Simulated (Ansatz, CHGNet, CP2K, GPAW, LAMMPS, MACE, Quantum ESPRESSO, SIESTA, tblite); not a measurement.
**Other levels on amorphous Ge (61 atoms)**

Density of this cell: 6.09 g/cm³. The cell holds 61 atoms: 61 Ge. Cell: a = 10.650 Å, b = 10.650 Å, c = 10.650 Å, α = 90.0°, β = 90.0°, γ = 90.0°. 61 atoms (61 Ge) placed at random at 6.09 g/cm³, melted at 3500 K for 10 ps at fixed volume with the Tersoff potential (Tersoff, Phys. Rev. B 39, 5566 (1989)). Quenched from 3500 K to 100 K at 5 K/ps and fixed volume, held 5 ps, then minimised at fixed cell.

Geometry: as built.

The reference, a calculation:

| Item | Value |
| --- | --- |
| method | Kohn-Sham DFT, PBE, PAW, plane waves (Ansatz 0.2.0); cutoff 420 eV, Γ point, fermi-dirac smearing of 0.05 eV; PAW set soft_2 |
| r.m.s. force component | 0.2802 eV/Å |
| longest force | 0.913 eV/Å |
| pressure | 9.541 GPa |
| SCF cycles | 9 |
| time | 27 s on 4 threads of Arm Neoverse V1, shared host |
| CPU time | 1.7 min |

**Question.** The same geometry is run in other programs. How far does each lie from the reference, and what does it cost?
- CP2K PBE, TZV2P-MOLOPT (SR for Ge), 350/50 Ry, diagonalisation (CP2K 2026.2; 4 MPI ranks)
- SIESTA PBE, SZ, shift 0.01 Ry, mesh 300 Ry (SIESTA 5.4.2; 1 thread)
- GPAW PBE, LCAO dzp, h 0.2 Å, other mixer settings (GPAW 26.7.0; 1 thread)
- CP2K RPBE, PBE potentials, DZVP-MOLOPT-SR, 350/50 Ry, diagonalisation (CP2K 2026.2; 2 threads)
- SIESTA PBE, TZP, shift 0.01 Ry, mesh 300 Ry (SIESTA 5.4.2; 2 MPI ranks)
- GPAW LDA, LCAO dzp, h 0.2 Å (GPAW 26.7.0; 1 thread)
- MACE MPA-0 medium potential (MACE MPA-0 medium; 1 thread)
- GPAW PBE, plane waves 550 eV (GPAW 26.7.0; 4 MPI ranks)
- CP2K revPBE, PBE potentials, DZVP-MOLOPT-SR, 350/50 Ry, diagonalisation (CP2K 2026.2; 2 threads)
- CP2K PBE, DZVP-MOLOPT-SR, 350/70 Ry, diagonalisation (CP2K 2026.2; 2 threads)

Differences are against the plane-wave reference, forces as r.m.s. over components; share is that over the reference's r.m.s. force, slope the least-squares factor from reference forces to these. Total energies of different programs have different zeros and aren't compared.

```
                                                                    run  Δ force, r.m.s. (meV/Å)  share (%)  slope  Δ pressure (GPa)  cores  CPU time  memory (GiB)
                                                              reference                        -          -      -                 -      4   1.7 min           1.8
         CP2K PBE, TZV2P-MOLOPT (SR for Ge), 350/50 Ry, diagonalisation                     19.6       6.99  1.020             0.849      4   2.3 min           3.4
                    SIESTA PBE, SZ, shift 0.01 Ry, mesh 300 Ry (coarse)                      232       82.8  1.397              8.49      1   1.7 min           0.7
                      GPAW PBE, LCAO dzp, h 0.2 Å, other mixer settings                     47.8       17.1  1.069                 -      1   4.5 min           1.1
  CP2K RPBE, PBE potentials, DZVP-MOLOPT-SR, 350/50 Ry, diagonalisation                     33.1       11.8  1.020              1.70      2      97 s           1.6
                            SIESTA PBE, TZP, shift 0.01 Ry, mesh 300 Ry                     81.2       29.0  1.100              2.26      2    10 min           1.9
                                            GPAW LDA, LCAO dzp, h 0.2 Å                     25.4       9.05  1.008                 -      1   3.7 min           1.2
                                            MACE MPA-0 medium potential                      234       83.6  0.425            -0.711      1     8.5 s           0.8
                                           GPAW PBE, plane waves 550 eV                     13.4       4.77  1.017             0.193      4    15 min           2.2
CP2K revPBE, PBE potentials, DZVP-MOLOPT-SR, 350/50 Ry, diagonalisation                     32.5       11.6  1.021              1.59      2      97 s           1.6
                   CP2K PBE, DZVP-MOLOPT-SR, 350/70 Ry, diagonalisation                     32.3       11.5  1.026              1.34      2   2.1 min           1.6
```

Rows marked coarse were listed beforehand as settings not expected to be converged; some can still land near the reference.

Times of the machine-learned potentials are mostly Python's start and the loading of weights.

CPU time is summed over cores on a shared host, where runs went side by side, so it is rough. Symmetry, cutoffs, thresholds, outputs and thread counts weren't matched or tuned between programs; memory under MPI is the largest rank's times the ranks.

PBE on plane waves or a grid with other potentials, cutoffs or grids, coarse settings apart, differs from the reference by 4.8 % (GPAW PBE, plane waves 550 eV) of the r.m.s. force; this holds the reference's own error, so differences of a few per cent don't tell which side is nearer the exact PBE result. The PBE runs in local orbitals, coarse settings apart, differ by 7.0 % (CP2K PBE, TZV2P-MOLOPT (SR for Ge), 350/50 Ry, diagonalisation) to 29 % (SIESTA PBE, TZP, shift 0.01 Ry, mesh 300 Ry); basis, grid and potentials can all enter. Machine-learned potentials differ by 84 % (MACE MPA-0 medium potential); they were trained on other programs' data. The cause of differences this large wasn't tested. Among those trained on PBE data the slope goes as low as 0.42, with a correlation of 0.57, so directions differ as well as sizes. Rows with another functional or a dispersion term differ by 9.1 % (GPAW LDA, LCAO dzp, h 0.2 Å) to 12 % (CP2K RPBE, PBE potentials, DZVP-MOLOPT-SR, 350/50 Ry, diagonalisation), which mixes the change of model with differences of basis and potentials, some of them made for another functional. Machine-learned potentials mimic data converged in k, so the reference's own k-point error enters their differences. The network of bonds at the start is that of the classical potential that made the cell, and needn't be the one that DFT or experiment would give. The electronic-structure runs sample only Γ, in a cell whose shortest periodic width is 11 Å, which is coarse for a cell with partly filled levels.

[Logs are printed without paths, hosts, clocks, repeated set-up lines and the standing remarks that a program may print on its own settings, such as how far it seeks lower states.]

[Hosts, paths, dates, database ids (printed as entryN), source tags and the programs' standing remarks are cut or masked in the printed files.]
